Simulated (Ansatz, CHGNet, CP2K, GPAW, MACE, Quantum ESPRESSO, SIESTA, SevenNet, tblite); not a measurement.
# CP2K runs on C(110) slab, H on the bottom face, stepped (108 atoms), part 2 of 2

Aim: run C(110) slab, H on the bottom face, stepped (108 atoms) in CP2K and see how near its forces come to a plane-wave reference, and at what cost.

Program: CP2K 2026.2; the method stands at each step. Banners, paths, timers and routine set-up lines are dropped from the logs unmarked, and long logs keep their key lines alone; longer cuts are marked.

So far. Step 2 (PBE, DZVP-UZH, 450/50 Ry, diagonalisation): Forces lie 2.9 % from the reference's, at 14 times its CPU time (on 4 against 8 cores); the SCF took 65 steps, which the time reflects. Step 3 (PBE, TZV2P-MOLOPT, 450/50 Ry, diagonalisation): Against the first run (2.9 %), the force difference from the reference is 1.2 %, at 7.6 times the CPU time, with 2064 basis functions against 1212; this set comes with other potentials too, so the change isn't the basis's alone.

## Step 4: PBE, DZVP-UZH, 450/20 Ry, diagonalisation

Method: Kohn-Sham DFT, PBE, GTH-PBE pseudopotentials, Gaussian and plane waves, DZVP-MOLOPT (UZH set), diagonalisation.

Input file input.inp:

```
&GLOBAL
  PROJECT cell
  RUN_TYPE ENERGY_FORCE
  PRINT_LEVEL LOW
&END GLOBAL
&FORCE_EVAL
  METHOD QS
  &DFT
    BASIS_SET_FILE_NAME BASIS_MOLOPT_UZH
    POTENTIAL_FILE_NAME POTENTIAL_UZH
    &MGRID
      CUTOFF 450
      REL_CUTOFF 20
    &END MGRID
    &QS
      EPS_DEFAULT 1.0E-12
    &END QS
    &SCF
      SCF_GUESS ATOMIC
      EPS_SCF 1.0E-06
      MAX_SCF 200
      ADDED_MOS 45
      &DIAGONALIZATION
        ALGORITHM STANDARD
      &END DIAGONALIZATION
      &SMEAR ON
        METHOD FERMI_DIRAC
        ELECTRONIC_TEMPERATURE [K] 580
      &END SMEAR
      &MIXING
        METHOD BROYDEN_MIXING
        ALPHA 0.15
        NBROYDEN 8
      &END MIXING
      &PRINT
        &RESTART OFF
        &END RESTART
      &END PRINT
    &END SCF
    &XC
      &XC_FUNCTIONAL PBE
      &END XC_FUNCTIONAL
    &END XC
    &PRINT
      &MULLIKEN ON
      &END MULLIKEN
      &LOWDIN ON
      &END LOWDIN
      &MO ON
        EIGENVALUES T
        OCCUPATION_NUMBERS T
        MO_INDEX_RANGE 169 192
        &EACH
          QS_SCF 0
        &END EACH
        ADD_LAST NUMERIC
      &END MO
    &END PRINT
  &END DFT
  &SUBSYS
    &CELL
      A 10.08900 0.00000 0.00000
      B 0.00000 10.70100 0.00000
      C 0.00000 0.00000 14.67336
    &END CELL
    &TOPOLOGY
      COORD_FILE_NAME structure.xyz
      COORD_FILE_FORMAT XYZ
    &END TOPOLOGY
    &KIND C
      BASIS_SET DZVP-MOLOPT-PBE-GTH-q4
      POTENTIAL GTH-PBE-q4
    &END KIND
    &KIND H
      BASIS_SET DZVP-MOLOPT-PBE-GTH-q1
      POTENTIAL GTH-PBE-q1
    &END KIND
  &END SUBSYS
  &PRINT
    &FORCES ON
    &END FORCES
  &END PRINT
&END FORCE_EVAL
```

Input file structure.xyz:

```xyz
108

[... 108 atom lines left out: the same atoms as in the first run ...]
```

Started as:

```bash
$ OMP_NUM_THREADS=1 mpirun -np 4 cp2k.psmp -i input.inp > output.txt
```

Numbers of over 12 decimals in the logs are rounded to 6 here.

Output:

```text
CP2K| version string:                                       CP2K version 2026.2
 CP2K| Input file name                                                 input.inp
 GLOBAL| Basis set file name                                    BASIS_MOLOPT_UZH
 GLOBAL| Potential file name                                       POTENTIAL_UZH
 GLOBAL| Run type                                                   ENERGY_FORCE
 GLOBAL| Total number of message passing processes                             4
 GLOBAL| Number of threads for this process                                    1
 TOTAL NUMBERS AND MAXIMUM NUMBERS
  Total number of            - Atomic kinds:                                   2
                             - Atoms:                                        108
[... lines left out ...]
                        Smear method:                                FERMI_DIRAC
[... lines left out ...]
 Number of electrons:                                                        360
[... lines left out ...]
  Step     Update method      Time    Convergence         Total energy    Change
[... lines left out ...]
  *** SCF run converged in    65 steps ***
[... lines left out ...]
  Fermi energy:                                                 0.029698
  Total energy:                                              -490.032805
  Total energy (extrapolated to T->0):                       -490.028919
[... lines left out ...]
 MO|    192               0.100717               2.740651               0.000000
 MO| Sum:                                                             360.000000
 MO| E(Fermi):            0.029698 a.u.          0.808115 eV
 !-----------------------------------------------------------------------------!
                     Mulliken Population Analysis
 #  Atom  Element  Kind  Atomic population                           Net charge
       1     C        1          4.072674                             -0.072674
       2     C        1          4.071666                             -0.071666
       3     C        1          3.982160                              0.017840
[...]
# Total charge                            360.000000                 -0.000000
 !-----------------------------------------------------------------------------!
 LOWDIN POPULATION ANALYSIS
 #  Atom  Element  Kind  Atomic population                           Net charge
[...]
107     H        2          1.007573                             -0.007573
     108     H        2          0.995411                              0.004589
 # Total charge                            360.000000                 -0.000000
 ENERGY| Total FORCE_EVAL ( QS ) energy [hartree]           -490.032836
 FORCES| Atomic forces [hartree/bohr]
 FORCES|   Atom     x               y               z               |f|
 FORCES|      1  2.77173735E-02 -5.77004934E-02 -5.06693564E-03   6.42127212E-02
 FORCES|      2 -2.10546510E-02  5.20520557E-02  1.73067703E-02   5.87557583E-02
 FORCES|      3  4.52290901E-02 -1.82961433E-02 -8.99254161E-03   4.96113420E-02
[...]
FORCES|    107  1.97638968E-03  1.30425426E-02 -2.16133239E-02   2.53209361E-02
 FORCES|    108  4.54255274E-04 -7.62517766E-04 -3.30660274E-03   3.42365344E-03
 FORCES| Sum     7.62045680E-04 -2.51056076E-03 -1.45161523E-03
 FORCES| Total atomic force                                       2.99846890E-03
```

It took 2.9 min on 4 MPI ranks of Arm Neoverse V2, shared host; peak memory 3.5 GiB.

Against the reference:

```
r.m.s. force component                          : 1.61 eV/Å
r.m.s. difference of force components           : 47.08 meV/Å
longest difference of force vectors             : 190.9 meV/Å
force difference over r.m.s. force              : 2.965 %
slope of forces against the reference's         : 1.013
correlation of force components                 : 0.9997
energy less the same-level run's                : -0.1554 meV/atom
r.m.s. force difference from the same-level run : 7.58 meV/Å
```

This is a coarse setting, run to see what it loses.

Against the first run (2.9 %), the force difference from the reference is 3.0 %, at 0.60 times the CPU time: the change moves forces by 7.6 meV/Å r.m.s., so most of the difference comes from elsewhere.

## Step 5: BLYP, DZVP-MOLOPT-SR, 450/50 Ry, diagonalisation

Method: Kohn-Sham DFT, BLYP, GTH-BLYP pseudopotentials, Gaussian and plane waves, DZVP-MOLOPT-SR-GTH, diagonalisation.

Edit input.inp of step 4 so:

```diff
@@ -8,7 +8,7 @@
   &DFT
-    BASIS_SET_FILE_NAME BASIS_MOLOPT_UZH
-    POTENTIAL_FILE_NAME POTENTIAL_UZH
+    BASIS_SET_FILE_NAME BASIS_MOLOPT
+    POTENTIAL_FILE_NAME GTH_POTENTIALS
     &MGRID
       CUTOFF 450
-      REL_CUTOFF 20
+      REL_CUTOFF 50
     &END MGRID
@@ -40,3 +40,3 @@
     &XC
-      &XC_FUNCTIONAL PBE
+      &XC_FUNCTIONAL BLYP
       &END XC_FUNCTIONAL
@@ -65,13 +65,36 @@
     &END CELL
-    &TOPOLOGY
-      COORD_FILE_NAME structure.xyz
-      COORD_FILE_FORMAT XYZ
-    &END TOPOLOGY
+    &COORD
+      C 8.79720 1.82891 5.90412
+      C 0.00666 0.87235 5.88475
+      C 10.04834 0.02301 7.15370
+      C 8.83110 2.70596 7.15884
+      C 8.80487 1.72661 8.33315
+      C 0.01645 0.94640 8.42383
+      C 10.08718 0.03371 9.66387
+      C 1.24882 1.76609 5.87756
+      C 2.52548 0.91825 5.89179
+      C 2.53244 10.64386 7.16500
+      C 1.20876 2.68809 7.14754
+      C 1.26980 1.81446 8.44555
+      C 2.46383 0.90969 8.41004
+      C 2.49309 10.67243 9.65316
+      C 1.26839 2.72950 9.64524
+      C 8.84947 5.36869 5.91014
+      C 0.01069 4.44413 5.89238
+      C 0.05105 3.58387 7.18437
+      C 8.81022 6.26779 7.15062
+      C 8.77844 5.35093 8.42207
+[... 84 atom lines left out ...]
+      H 3.76925 9.54272 5.02137
+      H 5.02856 7.40766 4.96752
+      H 6.28898 9.54016 5.00083
+      H 7.57008 7.40338 4.99643
+    &END COORD
     &KIND C
-      BASIS_SET DZVP-MOLOPT-PBE-GTH-q4
-      POTENTIAL GTH-PBE-q4
+      BASIS_SET DZVP-MOLOPT-SR-GTH-q4
+      POTENTIAL GTH-BLYP-q4
     &END KIND
     &KIND H
-      BASIS_SET DZVP-MOLOPT-PBE-GTH-q1
-      POTENTIAL GTH-PBE-q1
+      BASIS_SET DZVP-MOLOPT-SR-GTH-q1
+      POTENTIAL GTH-BLYP-q1
     &END KIND
```

Started as:

```bash
$ OMP_NUM_THREADS=2 cp2k.psmp -i input.inp > output.txt
```

Output:

```text
CP2K| version string:                                       CP2K version 2026.2
 CP2K| Input file name                                                 input.inp
 GLOBAL| Basis set file name                                        BASIS_MOLOPT
 GLOBAL| Potential file name                                      GTH_POTENTIALS
 GLOBAL| Run type                                                   ENERGY_FORCE
 GLOBAL| Total number of message passing processes                             1
 GLOBAL| Number of threads for this process                                    2
 TOTAL NUMBERS AND MAXIMUM NUMBERS
  Total number of            - Atomic kinds:                                   2
                             - Atoms:                                        108
[... lines left out ...]
                        Smear method:                                FERMI_DIRAC
[... lines left out ...]
 Number of electrons:                                                        360
[... lines left out ...]
  Step     Update method      Time    Convergence         Total energy    Change
[... lines left out ...]
  *** SCF run converged in    47 steps ***
[... lines left out ...]
  Fermi energy:                                                 0.046357
  Total energy:                                              -487.553891
  Total energy (extrapolated to T->0):                       -487.550120
[... lines left out ...]
 MO|    192               0.117304               3.192003               0.000000
 MO| Sum:                                                             360.000000
 MO| E(Fermi):            0.046357 a.u.          1.261426 eV
 !-----------------------------------------------------------------------------!
                     Mulliken Population Analysis
 #  Atom  Element  Kind  Atomic population                           Net charge
       1     C        1          4.037026                             -0.037026
       2     C        1          4.036873                             -0.036873
       3     C        1          3.984553                              0.015447
[...]
# Total charge                            360.000000                 -0.000000
 !-----------------------------------------------------------------------------!
 LOWDIN POPULATION ANALYSIS
 #  Atom  Element  Kind  Atomic population                           Net charge
[...]
107     H        2          0.919973                              0.080027
     108     H        2          0.900560                              0.099440
 # Total charge                            360.000000                 -0.000000
 ENERGY| Total FORCE_EVAL ( QS ) energy [hartree]           -487.553873
 FORCES| Atomic forces [hartree/bohr]
 FORCES|   Atom     x               y               z               |f|
 FORCES|      1  2.72893241E-02 -5.39410306E-02 -1.24604160E-02   6.17219893E-02
 FORCES|      2 -1.98888205E-02  4.77973292E-02  1.02944851E-02   5.27837691E-02
 FORCES|      3  4.48558219E-02 -1.90933190E-02 -1.07631951E-02   4.99244024E-02
[...]
FORCES|    107  2.08482995E-03  1.03749731E-02 -1.74265623E-02   2.03880273E-02
 FORCES|    108  3.80034982E-04  1.48563925E-03  2.90326119E-04   1.56071772E-03
 FORCES| Sum     1.06566443E-03  5.77769917E-03 -7.18950091E-04
 FORCES| Total atomic force                                       5.91898113E-03
```

The job ended after 6 min (2 threads; peak memory 2.8 GiB).

Compared with the plane-wave run:

```
r.m.s. force component                  : 1.597 eV/Å
r.m.s. difference of force components   : 152.8 meV/Å
longest difference of force vectors     : 541.5 meV/Å
force difference over r.m.s. force      : 9.618 %
slope of forces against the reference's : 1.001
correlation of force components         : 0.9954
```

Against the first run (2.9 %), the force difference from the reference is 9.6 %, at 0.57 times the CPU time (on 2 against 4 cores); the model has changed, so this is no error of the program alone.

## Step 6: All runs compared

Differences are against the plane-wave reference, forces as r.m.s. over components; share is that over the reference's r.m.s. force, slope the least-squares factor from reference forces to these. Total energies of different programs have different zeros and aren't compared.

```
                                                    run  Δ force, r.m.s. (meV/Å)  share (%)  slope  cores  CPU time  memory (GiB)
                                              reference                        -          -      -      8      84 s           1.6
         CP2K PBE, DZVP-UZH, 450/50 Ry, diagonalisation                     46.1       2.90  1.014      4    19 min           3.5
     CP2K PBE, TZV2P-MOLOPT, 450/50 Ry, diagonalisation                     19.4       1.22  1.001      4     2.4 h           4.5
CP2K PBE, DZVP-UZH, 450/20 Ry, diagonalisation (coarse)                     47.1       2.96  1.013      4    11 min           3.5
  CP2K BLYP, DZVP-MOLOPT-SR, 450/50 Ry, diagonalisation                      153       9.62  1.001      2    11 min           2.8
```

Rows marked coarse were listed beforehand as settings not expected to be converged; some can still land near the reference.

CPU time is summed over cores on a shared host, where runs went side by side, so it is rough. Symmetry, cutoffs, thresholds, outputs and thread counts weren't matched or tuned between programs; memory under MPI is the largest rank's times the ranks.

Mean charges by element (e), by run and scheme:

```
                                                  run    scheme      C      H
                                            reference    Löwdin  -0.02  +0.16
       CP2K PBE, DZVP-UZH, 450/50 Ry, diagonalisation  Mulliken  -0.02  +0.08
   CP2K PBE, TZV2P-MOLOPT, 450/50 Ry, diagonalisation  Mulliken  -0.03  +0.10
CP2K BLYP, DZVP-MOLOPT-SR, 450/50 Ry, diagonalisation  Mulliken  -0.01  +0.05
```

The reference's Löwdin charges lack the electrons that the projection spills, 0.022 e an atom on average.

Within one program, basis, potentials and functional, energies share a zero. Each run against its twin at the usual cutoff or grid and solver:

```
                                           run                                  twin  Δ energy (meV/atom)  Δ force, r.m.s. (meV/Å)  CPU time over the twin's
CP2K PBE, DZVP-UZH, 450/20 Ry, diagonalisation  DZVP-UZH, 450/50 Ry, diagonalisation               -0.155                     7.58                      0.60
```

Further runs of this program without a result: CP2K SCC-DFTB, diagonalisation (not converged); CP2K GFN1-xTB, diagonalisation (not converged); CP2K PBE, SZV-MOLOPT-SR, 450/50 Ry, diagonalisation (cut off at its time limit).

## Step 7: Summary of results

* nearest in forces: CP2K PBE, TZV2P-MOLOPT, 450/50 Ry, diagonalisation, 1.2 %
* its CPU time: 2.4 h

In words: The PBE runs in local orbitals, coarse settings apart, differ by 1.2 % (CP2K PBE, TZV2P-MOLOPT, 450/50 Ry, diagonalisation) to 2.9 % (CP2K PBE, DZVP-UZH, 450/50 Ry, diagonalisation); basis, grid and potentials can all enter. Rows with another functional or a dispersion term differ by 9.6 % (CP2K BLYP, DZVP-MOLOPT-SR, 450/50 Ry, diagonalisation), which mixes the change of model with differences of basis and potentials. Runs with settings chosen to be coarse differ by 3.0 % (CP2K PBE, DZVP-UZH, 450/20 Ry, diagonalisation), their programs' other errors included. None of the electronic-structure runs in the table takes under half the reference's CPU time of 84 s; they take 7.8 to 103 times as much. Charges hang on scheme and program or settings: among these rows the mean for H runs from +0.05 to +0.16 e. The runs have no spin polarisation, so any moments at edges, vacancies or dangling bonds can't form. The electronic-structure runs sample only Γ, in a cell whose shortest periodic width is 10 Å, which is coarse for a cell with partly filled levels.

[Also dropped from logs without a mark: logging warnings of Python, and SIESTA's first energy breakdown and zero terms.]

[Logs are printed without paths, hosts, clocks, repeated set-up lines and the standing remarks that a program may print on its own settings, such as how far it seeks lower states.]

[Hosts, paths, dates, database ids (printed as entryN), source tags and the programs' standing remarks are cut or masked in the printed files.]
